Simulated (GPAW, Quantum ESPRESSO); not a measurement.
The K K edge of atom 1 in K (Im-3m), with 8 K at 4.52 Å and 6 K at 5.22 Å (cube and octahedron, as in bcc, site symmetry m-3m), was computed in 2 ways: excited-electron core hole (neutral cell) and no core hole. Program and functional: Quantum ESPRESSO XSpectra, LDA, Lorentzian half width 0.37 eV up to 4 eV, rising linearly to 2.5 eV at 25 eV; cells of 1 and 4 atoms (the run without a hole in the smaller).

Each run is counted from its own lowest empty level or Fermi level and scaled to a mean of 1 over its first 20 eV.

```
E (eV)  run 1  run 2
  -2.0   0.06   0.05
  -1.0   0.12   0.09
   0.0   0.51   0.34
   1.0   1.38   0.81
   2.0   0.49   0.70
   3.0   0.86   0.64
   4.0   1.02   0.64
   5.0   0.91   0.72
   6.0   1.27   0.93
   7.0   1.66   1.69
   8.0   1.05   1.47
   9.0   0.88   0.99
  10.0   0.85   0.95
  11.0   0.91   0.98
  12.0   0.97   1.09
  13.0   0.98   1.10
  14.0   0.98   1.06
  15.0   0.99   1.02
  16.0   1.01   1.04
  17.0   1.05   1.09
  18.0   1.04   1.15
  19.0   1.00   1.16
  20.0   0.94   1.10
  21.0   0.92   1.04
  22.0   0.92   1.01
  23.0   0.92   1.00
  24.0   0.92   1.00
  25.0   0.91   1.01
  26.0   0.90   1.01
  27.0   0.89   1.00
  28.0   0.87   0.97
  29.0   0.87   0.94
  30.0   0.90   0.94
  31.0   0.93   0.98
  32.0   0.95   1.02
```

The database entry behind the starting cell lists a temperature near 5 K, so it need not match the best structure at ambient conditions.

Which run is which?

Run 1: excited-electron core hole (neutral cell) (area from −2 to 6 eV 5.7, main maxima 0.9 eV (1.40), 3.6 eV (1.18), 6.7 eV (1.80) and 17.5 eV (1.05)). Run 2: no core hole (area from −2 to 6 eV 4.4, main maxima 1.2 eV (0.83), 7.4 eV (1.81), 12.6 eV (1.10) and 18.6 eV (1.16)). With each curve scaled to its own mean, the area from −2 to 6 eV with the hole is 5.7 against 4.4, and the centre of weight from −1 to 20 eV moves by -0.7 eV: the hole pulls the absorber's empty states down.

[Banner, clock and machine lines of the logs are left out without a mark of their own.]

[Logs are printed without paths, hosts, clocks, repeated set-up lines and the standing remarks that a program may print on its own settings, such as how far it seeks lower states.]

[Hosts, paths, dates, database ids (printed as entryN), source tags and the programs' standing remarks are cut or masked in the printed files.]

[Lists of maxima count a maximum above −3 eV only where it reaches 4 % of the highest in the window and stands out from its surroundings by 2 % of it (1.5 % where it reaches 55 %); shoulders and weaker maxima are passed over, and of the rest the first, up to two pre-edge ones and the few strongest are named.]
